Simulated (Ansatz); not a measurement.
**1T-TaO2 bilayer (AA) in a perpendicular field**

What dipole does a perpendicular field induce in the 1T-TaO2 bilayer (AA)? A positive field points along +c.

Main program and level: Ansatz 0.2.0; plane-wave DFT, LDA, Ansatz PAW.

## Step 1: Starting point

The cell holds 6 atoms: 4 O and 2 Ta. Cell: a = 3.184 Å, b = 3.184 Å, c = 25.805 Å, α = 90.0°, β = 90.0°, γ = 120.0°. Regions: layer 1: 1T-TaO2, 3 atoms (2 O and 1 Ta); layer 2: 1T-TaO2, 3 atoms (2 O and 1 Ta). Vacuum lies along c.

## Step 2: Relaxing the slab

The starting cell is a guess, so the in-plane lattice and the atoms are relaxed first, with the slab cut off from its images along the normal. The program lengthens the vector along the normal by itself, so c and the volume that it reports differ from the typed ones.

Contents of input.yaml:

```yaml
crystal:
  lattice:
    - [3.18449, 0.0, 0.0]
    - [-1.592245, 2.7578492381, 0.0]
    - [0.0, 0.0, 25.805139313]
  atoms:
    - { symbol: O, position: [0.6666666667, 0.3333333333, 0.3487677354] }
    - { symbol: Ta, position: [0.0, 0.0, 0.396288689] }
    - { symbol: O, position: [0.3333333333, 0.6666666667, 0.4438096426] }
    - { symbol: O, position: [0.6666666667, 0.3333333333, 0.5561903574] }
    - { symbol: Ta, position: [0.0, 0.0, 0.603711311] }
    - { symbol: O, position: [0.3333333333, 0.6666666667, 0.6512322646] }
  periodic: [true, true, false]
kpoints:
  mp_grid: { grid: [12, 12, 1] }
hamiltonian:
  xc: lda
scf:
  occupations: { method: fermi_dirac, width: 0.05 }
  convergence: { dr2_threshold: 1.0e-09 }
relax:
  f_tol: 0.004
  max_steps: 90
  cell: {}
output:
  write_potential: true
  write_density: true
  volumetric_format: npy
```

Run with:

```
$ ansatz run input.yaml --threads 2 --pin off --max-ram 3072MiB --backend cpu --events-out ev --progress --plain --runs-dir out
```

Log:

```text
Warning: crystal.periodic: the lattice vector that does not repeat stood 0.000° off the slab's normal, 25.805 Å along it as the deck builds it. The run solves the slab on a vector along the normal, 39.410 Å long, with every atom where it was (on the deck's vector they left 18.00 Å outside them, and the widest stretch free of ions among them is 2.90 Å). A fractional position that the run reports is one of the run's ce [...]
Warning: relax.cell: scf.convergence.dr2_threshold = 1e-9 eV is looser than the 1.8926072448e-10 eV advised for a relaxation that steers and ends on the stress (1e-10 eV for each atom of the cell: 6, times the square of relax.cell.stress_2d_tol = 0.05 N/m over 17.8 Å (the atoms' height at the walk's start and 5 Å past either face), 2.808e-2 GPa, over a crystal's default 0.05). What an SCF threshold leaves in a stress goes as its square root, and in the free energy as the threshold itself, and one threshold admits the most on a small cell: [figures from the program's tests cut] Set scf.convergence.dr2_threshold to 1.8926072448e-10 eV or tighter. [rest of the remark cut]
crystal.periodic: the lattice vector that does not repeat stood 0.000° off the slab's normal, 25.805 Å along it as the deck builds it. The run solves the slab on a vector along the normal, 39.410 Å long, with every atom where it was (on the deck's vector they left 18.00 Å outside them, and the widest stretch free of ions among them is 2.90 Å). A fractional position that the run reports is one of the run's cell, which [...]
Engine: ansatz 0.2.0, aarch64-unknown-linux-gnu
Pseudopotentials: kind: paw
Pseudopotential: O, paw, valence charge 6, recommended cutoff 420 eV (normal), O.paw.azcp
Pseudopotential: Ta, paw, valence charge 13, recommended cutoff 420 eV (normal), Ta.paw.azcp
Functional definition: SPW92
  exchange = slater_x
  correlation = pw_c
Crystal: 6 atoms, lattice volume = 346.115 Å³
Basis set: ecut = 420 eV, 6815 PW (Γ)
Bands: 31, of which v1, the nominal top of the filled ones, is band 25 counted from 1 (24 counted from 0)
Symmetry: 12 space group operations
Space group: P-3m1 (ITA 164), of the structure as read, at distance tolerance 7.0e-5 Å
k-points: 19 of 144
Non-local potential: O, projectors of the file, l = 0: 2, l = 1: 2, l = 2: 1
Non-local potential: Ta, projectors of the file, l = 0: 3, l = 1: 2, l = 2: 2, l = 3: 1
PAW form: soft (Blöchl's): semilocal exchange-correlation on the pseudo side does not see the compensation charge
PAW frozen core: O, regenerated for the run's functional, and the local potential with it (the file was generated under x = pbe(κ = 0.804, μ = 0.219515), c = pbe(β = 0.066725))
PAW frozen core: Ta, regenerated for the run's functional, and the local potential with it (the file was generated under x = pbe(κ = 0.804, μ = 0.219515), c = pbe(β = 0.066725))
PAW one-centre angular grid: O, 110 points (default); XC on 64 Gauss nodes
PAW one-centre angular grid: Ta, 590 points (default); XC on 64 Gauss nodes
Initial density: superposition of atomic densities (neutral atoms: chi_scale 0, normalization atom), corrected by the library's trained network
Initial wavefunctions: pseudopotential atomic-orbital guess
Functional: x = slater, c = lda
SCF iter   1: F=—  HF=-21588.024031 eV  |F-HF|=—  |Δ(HF+E_count)|=         —  Δρ=1.08e-2  dr2=4.60e-1  ethr=1.77e-3  ⟨swp⟩=12.0  Hψ=4150  notcnv=0  defer=5
preconditioner: auto → LDOS  [metal: Δε(μ)=0.031 eV  Ē_g=9.421 eV  σ=0.050 eV  W_gap=0.15  n_scr=24 (ndim 8)  ℏωp=11.6 eV  f_vac=0.732  D(μ)=5.18/eV (n_scr^D=20)  β→1.0]
SCF iter   2: F=—  HF=-21587.949972 eV  |F-HF|=—  |Δ(HF+E_count)|=   7.41e-2  Δρ=3.94e-3  dr2=3.07e-2  ethr=9.20e-4  ⟨swp⟩=3.2  Hψ=1266  notcnv=0  defer=6
SCF iter   3: F=—  HF=-21587.942767 eV  |F-HF|=—  |Δ(HF+E_count)|=   7.21e-3  Δρ=1.77e-3  dr2=1.15e-2  ethr=6.14e-5  ⟨swp⟩=3.4  Hψ=1408  notcnv=0  defer=6
SCF iter   4: F=—  HF=-21587.941174 eV  |F-HF|=—  |Δ(HF+E_count)|=   1.59e-3  Δρ=7.11e-4  dr2=2.20e-3  ethr=2.30e-5  ⟨swp⟩=2.6  Hψ=997  notcnv=0  defer=6
SCF iter   5: F=—  HF=-21587.940935 eV  |F-HF|=—  |Δ(HF+E_count)|=   2.39e-4  Δρ=1.43e-4  dr2=8.98e-5  ethr=4.40e-6  ⟨swp⟩=3.3  Hψ=1137  notcnv=0  defer=6
SCF iter   6: F=—  HF=-21587.940934 eV  |F-HF|=—  |Δ(HF+E_count)|=   6.33e-7  Δρ=2.04e-5  dr2=2.18e-6  ethr=1.80e-7  ⟨swp⟩=3.3  Hψ=1230  notcnv=0  defer=6
SCF iter   7: F=—  HF=-21587.940799 eV  |F-HF|=—  |Δ(HF+E_count)|=   1.35e-4  Δρ=4.78e-6  dr2=6.15e-8  ethr=4.36e-9  ⟨swp⟩=3.5  Hψ=1384  notcnv=0  defer=6
SCF iter   8: F=—  HF=-21587.940799 eV  |F-HF|=—  |Δ(HF+E_count)|=   1.72e-8  Δρ=1.74e-6  dr2=7.00e-9  ethr=1.23e-10  ⟨swp⟩=3.9  Hψ=1545  notcnv=0  defer=6
SCF iter   9: F=-21587.940799 eV  HF=-21587.940799 eV  |F-HF|=1.64e-10  |Δ(HF+E_count)|=  8.37e-11  Δρ=3.92e-7  dr2=3.25e-10  ethr=2.00e-12  ⟨swp⟩=13.6  Hψ=5441  notcnv=0
SCF 1 converged in 9 iterations: F = -21587.940799 eV  dr2 = 3.25e-10
  greatest PAW one-centre occupation: 1.000 electrons in one spin orbital (limit 2), on the Ta atom at site 4 (counted from 0), in its partial waves of l = 0
relax step   1: F+E_penalty+E_count = -21587.94079937 eV  Δ(F+E_penalty+E_count) = +0.000e0 eV  max|allowed force component| = 3.402e0 eV/Å  Δτ_max = 0.0000 Å  P = -37.660 N/m  Ω = 346.115 Å³  fix = [c, alpha, beta]  reactions: c -0.000 N/m  (9 SCF iters, accepted)
Crystal: 6 atoms, lattice volume = 323.837 Å³
Basis set: ecut = 420 eV, 6299 PW (Γ)
Initial density: handed on by an earlier stage of this run
Initial wavefunctions: those handed on with the density
iter 1 solved again at ethr=2.49e-3 eV; its pass at ethr=3.10e-3 eV (dr2=1.25e0 eV) is discarded
SCF iter   1: F=—  HF=-21590.604074 eV  |F-HF|=—  |Δ(HF+E_count)|=         —  Δρ=2.09e-2  dr2=1.26e0  ethr=2.49e-3  ⟨swp⟩=1.6  Hψ=5236  notcnv=0
preconditioner: auto → LDOS  [metal: Δε(μ)=0.005 eV  Ē_g=11.113 eV  σ=0.050 eV  W_gap=0.03  n_scr=24 (ndim 8)  ℏωp=12.0 eV  f_vac=0.738  D(μ)=6.45/eV (n_scr^D=22)  β→1.0]
SCF iter   2: F=—  HF=-21590.209564 eV  |F-HF|=—  |Δ(HF+E_count)|=   3.95e-1  Δρ=1.22e-2  dr2=2.67e-1  ethr=2.49e-3  ⟨swp⟩=4.9  Hψ=1365  notcnv=0  defer=1
SCF iter   3: F=—  HF=-21590.136300 eV  |F-HF|=—  |Δ(HF+E_count)|=   7.33e-2  Δρ=1.41e-3  dr2=1.11e-2  ethr=5.33e-4  ⟨swp⟩=3.7  Hψ=1457  notcnv=0  defer=7
SCF iter   4: F=—  HF=-21590.135320 eV  |F-HF|=—  |Δ(HF+E_count)|=   9.81e-4  Δρ=5.64e-4  dr2=1.51e-3  ethr=2.22e-5  ⟨swp⟩=3.2  Hψ=1331  notcnv=0  defer=7
SCF iter   5: F=—  HF=-21590.135146 eV  |F-HF|=—  |Δ(HF+E_count)|=   1.74e-4  Δρ=2.69e-4  dr2=2.27e-4  ethr=3.01e-6  ⟨swp⟩=3.4  Hψ=1296  notcnv=0  defer=7
[...]
SCF 3 converged in 10 iterations: F = -21590.316944 eV  dr2 = 3.69e-10
relax step   3: F+E_penalty+E_count = -21590.31694368 eV  Δ(F+E_penalty+E_count) = -1.819e-1 eV  max|allowed force component| = 1.334e-1 eV/Å  Δτ_max = 0.1912 Å  P = +2.025 N/m  Ω = 304.703 Å³  energy of the carried Pulay correction = +5.591e-2 eV  fix = [c, alpha, beta]  reactions: c +0.000 N/m  (10 SCF iters, accepted)
[... from here on, the SCF cycles and remarks between the steps are left out ...]
relax step   4: F+E_penalty+E_count = -21590.33508089 eV  Δ(F+E_penalty+E_count) = -1.814e-2 eV  max|allowed force component| = 9.933e-2 eV/Å  Δτ_max = 0.1950 Å  P = -0.039 N/m  Ω = 306.040 Å³  energy of the carried Pulay correction = +5.400e-2 eV  fix = [c, alpha, beta]  reactions: c -0.000 N/m  (10 SCF iters, accepted)
relax step   5: F+E_penalty+E_count = -21590.33415715 eV  Δ(F+E_penalty+E_count) = +9.237e-4 eV  max|allowed force component| = 1.654e-2 eV/Å  Δτ_max = 0.0669 Å  P = +0.068 N/m  Ω = 307.300 Å³  energy of the carried Pulay correction = +5.220e-2 eV  fix = [c, alpha, beta]  reactions: c +0.000 N/m  (9 SCF iters, accepted)
relax step   6: F+E_penalty+E_count = -21590.33377344 eV  Δ(F+E_penalty+E_count) = +3.837e-4 eV  max|allowed force component| = 5.249e-2 eV/Å  Δτ_max = 0.0544 Å  P = -0.112 N/m  Ω = 307.771 Å³  energy of the carried Pulay correction = +5.153e-2 eV  fix = [c, alpha, beta]  reactions: c -0.000 N/m  (8 SCF iters, accepted)
relax step   7: F+E_penalty+E_count = -21590.33532614 eV  Δ(F+E_penalty+E_count) = -1.553e-3 eV  max|allowed force component| = 3.431e-3 eV/Å  Δτ_max = 0.0167 Å  P = +0.008 N/m  Ω = 307.144 Å³  energy of the carried Pulay correction = +5.242e-2 eV  fix = [c, alpha, beta]  reactions: c +0.000 N/m  (8 SCF iters, accepted)
relax step   8: F+E_penalty+E_count = -21590.33530600 eV  Δ(F+E_penalty+E_count) = +2.014e-5 eV  max|allowed force component| = 6.591e-4 eV/Å  Δτ_max = 0.0059 Å  P = +0.003 N/m  Ω = 307.172 Å³  energy of the carried Pulay correction = +5.238e-2 eV  fix = [c, alpha, beta]  reactions: c +0.000 N/m  (7 SCF iters, accepted)
relax step   9: F+E_penalty+E_count = -21590.30943024 eV  Δ(F+E_penalty+E_count) = +2.588e-2 eV  max|allowed force component| = 1.924e-3 eV/Å  Δτ_max = 0.0000 Å  P = -0.743 N/m  Ω = 307.172 Å³  fix = [c, alpha, beta]  reactions: c -0.000 N/m  stress off target by 7.43e-1 N/m on what of the cell is left free  SCF on the basis re-selected at this cell (its energy is not comparable with the rows above)  (6 SCF iters)
relax step  10: F+E_penalty+E_count = -21590.31165656 eV  Δ(F+E_penalty+E_count) = -2.226e-3 eV  max|allowed force component| = 1.911e-3 eV/Å  Δτ_max = 0.0080 Å  P = -0.006 N/m  Ω = 306.013 Å³  energy of the carried Pulay correction = +1.555e-3 eV  fix = [c, alpha, beta]  reactions: c -0.000 N/m  (7 SCF iters, accepted)
iter 1 solved again at ethr=8.90e-8 eV; its pass at ethr=3.10e-3 eV (dr2=4.45e-5 eV) is discarded
SCF iter   1: F=—  HF=-21590.309838 eV  |F-HF|=—  |Δ(HF+E_count)|=         —  Δρ=2.38e-5  dr2=2.69e-7  ethr=8.90e-8  ⟨swp⟩=7.3  Hψ=7731  notcnv=0
preconditioner: auto → LDOS  [metal: Δε(μ)=0.043 eV  Ē_g=11.252 eV  σ=0.050 eV  W_gap=0.21  n_scr=24 (ndim 8)  ℏωp=12.4 eV  f_vac=0.754  D(μ)=4.84/eV (n_scr^D=20)  β→1.0]
SCF iter   2: F=—  HF=-21590.309893 eV  |F-HF|=—  |Δ(HF+E_count)|=   5.47e-5  Δρ=8.36e-6  dr2=1.21e-7  ethr=5.38e-10  ⟨swp⟩=4.5  Hψ=1819  notcnv=0
SCF iter   3: F=—  HF=-21590.309893 eV  |F-HF|=—  |Δ(HF+E_count)|=   2.17e-8  Δρ=1.06e-6  dr2=1.76e-9  ethr=2.43e-10  ⟨swp⟩=2.9  Hψ=1067  notcnv=0
SCF iter   4: F=-21590.309893 eV  HF=-21590.309893 eV  |F-HF|=1.93e-10  |Δ(HF+E_count)|=   1.20e-9  Δρ=3.89e-7  dr2=5.14e-10  ethr=2.00e-12  ⟨swp⟩=22.4  Hψ=6544  notcnv=0
SCF 11 converged in 4 iterations: F = -21590.309893 eV  dr2 = 5.14e-10
relax step  11: F+E_penalty+E_count = -21590.30989257 eV  Δ(F+E_penalty+E_count) = +1.764e-3 eV  max|allowed force component| = 2.040e-3 eV/Å  Δτ_max = 0.0000 Å  P = -0.034 N/m  Ω = 306.013 Å³  fix = [c, alpha, beta]  reactions: c -0.000 N/m  stress off target by 3.41e-2 N/m on what of the cell is left free  SCF on the basis re-selected at this cell (its energy is not comparable with the rows above)  (4 SCF iters)
basis re-selected at this cell: Δ(F+E_penalty+E_count) = +1.764e-3 eV, ΔP = -0.028 N/m vs the last step (what re-selecting the basis moved, of the pressure what is left beyond the Pulay correction that the steps carried, after the strain that the cell walked since its last selection, with what the two solves' SCF thresholds leave and, on support functions, any second-order correction that the steps lacked; it is no m [...]
WARN: The output density's exchange-correlation potential varies sharply where the density is thin. Do not read a vacuum level from v_tot or v_xc, or from such a field of the output density. On a cell that repeats whose density bears no net charge and no dipole along the vacuum's axis use v_es (v_loc + v_h of the components); under efield.dipole_correction with no amplitude use v_es + v_field, which holds any externa [...]
SCF converged after 4 iterations
Free energy (F): -21590.309893 eV
Harris-Foulkes:  -21590.309893 eV  (|F-HF|=1.93e-10)
Internal energy: -21590.271477 eV  (E = F + TS)
E sigma→0 (E₀):  -21590.290685 eV
Entropy (-TS):   -0.038416 eV (-6.403 meV/atom)
Fermi energy:    -5.362925 eV
--- Per-component energies (eV) ---
  E_band       = -1292.801604
  E_kinetic    = 1431.681627
  E_local      = -206363.296772  (includes V_loc(G=0)·N_el)
  E_nonlocal   = 240.061482
  E_hartree    = 102281.388976
  E_xc         = -723.177514
  E_vxc        = -780.310126  (∫ρ·V_xc dr)
  E_paw        = -16886.768710  (= ΣΔE_a)
  E_vpaw       = -383.726832  (= ΣTr[D̂ρ^β])
  E_aug_tail   = 0.010333  (compensation charges beyond the density's cutoff)
  E_ewald      = 98428.923611
  E_core_change = 0.905492  (= ΣΔE_core)
  E_smearing   = -0.038416  (= −TS)
  E_closure    = -0.000000  (closes the sum)
  Σ components = -21590.309893   (vs F -21590.309893, Δ=0.00e0)
--- Forces (eV/Å), atoms counted from 1 ---
  atom   1  O      0.00000000     0.00000000     0.00203989
  atom   2  Ta     0.00000000     0.00000000    -0.00078371
  atom   3  O     -0.00000000    -0.00000000    -0.00116054
  atom   4  O     -0.00000000     0.00000000     0.00116054
  atom   5  Ta     0.00000000    -0.00000000     0.00078371
  atom   6  O      0.00000000    -0.00000000    -0.00203989
  max |Σ_I F_I| component: 1.84e-17 eV/Å
--- 2D stress c σ (N/m, compression-positive) ---
       -0.034069       0.000000      -0.000000
        0.000000      -0.034069      -0.000000
       -0.000000      -0.000000      -0.000000
  P = ½ c Tr σ = -0.0341 N/m
--- Band table (eV; the first three rows and the last of 19) ---
  k-point 0: bands = [... 21 lower, -9.5242, -9.4757, -9.4757, -5.2328, -5.2328, -5.2070, -5.2070, -3.6062, ... 2 higher]
  k-point 1: bands = [... 21 lower, -9.6740, -9.6160, -9.5199, -5.2791, -5.2406, -5.0172, -4.9931, -3.6037, ... 2 higher]
  k-point 2: bands = [... 21 lower, -9.9168, -9.7781, -9.3652, -5.4434, -5.3748, -4.4865, -4.4671, -3.5717, ... 2 higher]
  k-point 18: bands = [... 21 lower, -10.8577, -10.3511, -10.1178, -4.5091, -4.3288, -3.8215, -3.8215, -3.7875, ... 2 higher]
  the weakly bound empty levels are not read free of the cell's end (no_gap_told)
--- Relaxed structure (9 steps of the walk, 9 accepted, 2 SCFs on fresh bases) ---
  F+E_penalty+E_count = -21590.30989257 eV   max|allowed force component| = 2.040e-3 eV/Å   (the final SCF, on the basis selected at the relaxed cell)
  cell:  # Å, volume = 306.0126 Å³
    - [2.994330, 0.0, 0]
    - [-1.497165, 2.593166, 0]
    - [0, 0, 39.410279]
  atoms:
    - { symbol: O, position: [0.666667, 0.333333, 0.240065] }
    - { symbol: Ta, position: [1.363681e-17, 0, 0.268078] }
    - { symbol: O, position: [0.333333, 0.666667, 0.296090] }
    - { symbol: O, position: [0.666667, 0.333333, 0.358692] }
    - { symbol: Ta, position: [-1.363681e-17, 0, 0.386704] }
    - { symbol: O, position: [0.333333, 0.666667, 0.414717] }
```

The job ended after 3.6 min (2 threads of Arm Neoverse N1, shared host; peak memory 0.58 GiB; 6.1 min of CPU time).

Reading the cycles: dr2 is the Hartree energy of the density residual (eV), the measure of convergence; HF is the Harris–Foulkes estimate of the energy, which meets the free energy F at convergence.

The steps of the relaxation:

| step | energy less that of the first step (eV) | largest force component (eV/Å) | volume (Å³) |
| --- | --- | --- | --- |
| 1 | 0.0000 | 3.4015 | 346.11 |
| 2 | -2.1942 | 0.3301 | 323.84 |
| 3 | -2.3761 | 0.1334 | 304.70 |
| 4 | -2.3943 | 0.0993 | 306.04 |
| 5 | -2.3934 | 0.0165 | 307.30 |
| 6 | -2.3930 | 0.0525 | 307.77 |
| 7 | -2.3945 | 0.0034 | 307.14 |
| 8 | -2.3945 | 0.0007 | 307.17 |
| 9* | -2.3686 | 0.0019 | 307.17 |
| 10 | -2.3709 | 0.0019 | 306.01 |
| 11* | -2.3691 | 0.0020 | 306.01 |

Relaxation steps marked * repeat the geometry before them on a plane-wave basis chosen anew for their cell, so energy and pressure can jump there.

Forces are held to the 12 operations that the program found; a distortion that breaks them can't arise in this run.

| cell as run | before | after | change |
| --- | --- | --- | --- |
| a (Å) | 3.184 | 2.994 | -6.0 % |
| b (Å) | 3.184 | 2.994 | -6.0 % |

The atoms that moved most (Å, along periodic axes as changes of fractional coordinates times the final cell, across vacuum about the mean position):

| atom | dx | dy | dz | length |
| --- | --- | --- | --- | --- |
| O6 | 0.000 | 0.000 | -0.461 | 0.461 |
| O1 | 0.000 | 0.000 | 0.461 | 0.461 |
| Ta2 | 0.000 | 0.000 | 0.339 | 0.339 |
| Ta5 | 0.000 | 0.000 | -0.339 | 0.339 |
| O3 | 0.000 | 0.000 | 0.216 | 0.216 |
| O4 | 0.000 | 0.000 | -0.216 | 0.216 |

Final coordinates:

```xyz
6
Lattice="2.9943 0.0000 0.0000 -1.4972 2.5932 0.0000 0.0000 0.0000 39.4103" Properties=species:S:1:pos:R:3
O     1.4972    0.8644    9.4610
Ta    0.0000    0.0000   10.5650
O     0.0000    1.7288   11.6690
O     1.4972    0.8644   14.1362
Ta    0.0000    0.0000   15.2401
O     0.0000    1.7288   16.3441
```

Numbers from this step:

```
energy at zero smearing : -21590.2907 eV
```

The lattice constant a goes from 3.184 to 2.994 Å.

(Continued in part 2 of 3.)

[Long decimals in the printed logs are rounded to 6 places.]

[Logs are printed without paths, hosts, clocks, repeated set-up lines and the standing remarks that a program may print on its own settings, such as how far it seeks lower states.]

[Hosts, paths, dates, database ids (printed as entryN), source tags and the programs' standing remarks are cut or masked in the printed files.]

[Maps of the electrostatic potential energy from Ansatz leave out the sawtooth potential of an applied field or a dipole correction, so their vacuum need not be flat; planar profiles and work functions include it.]
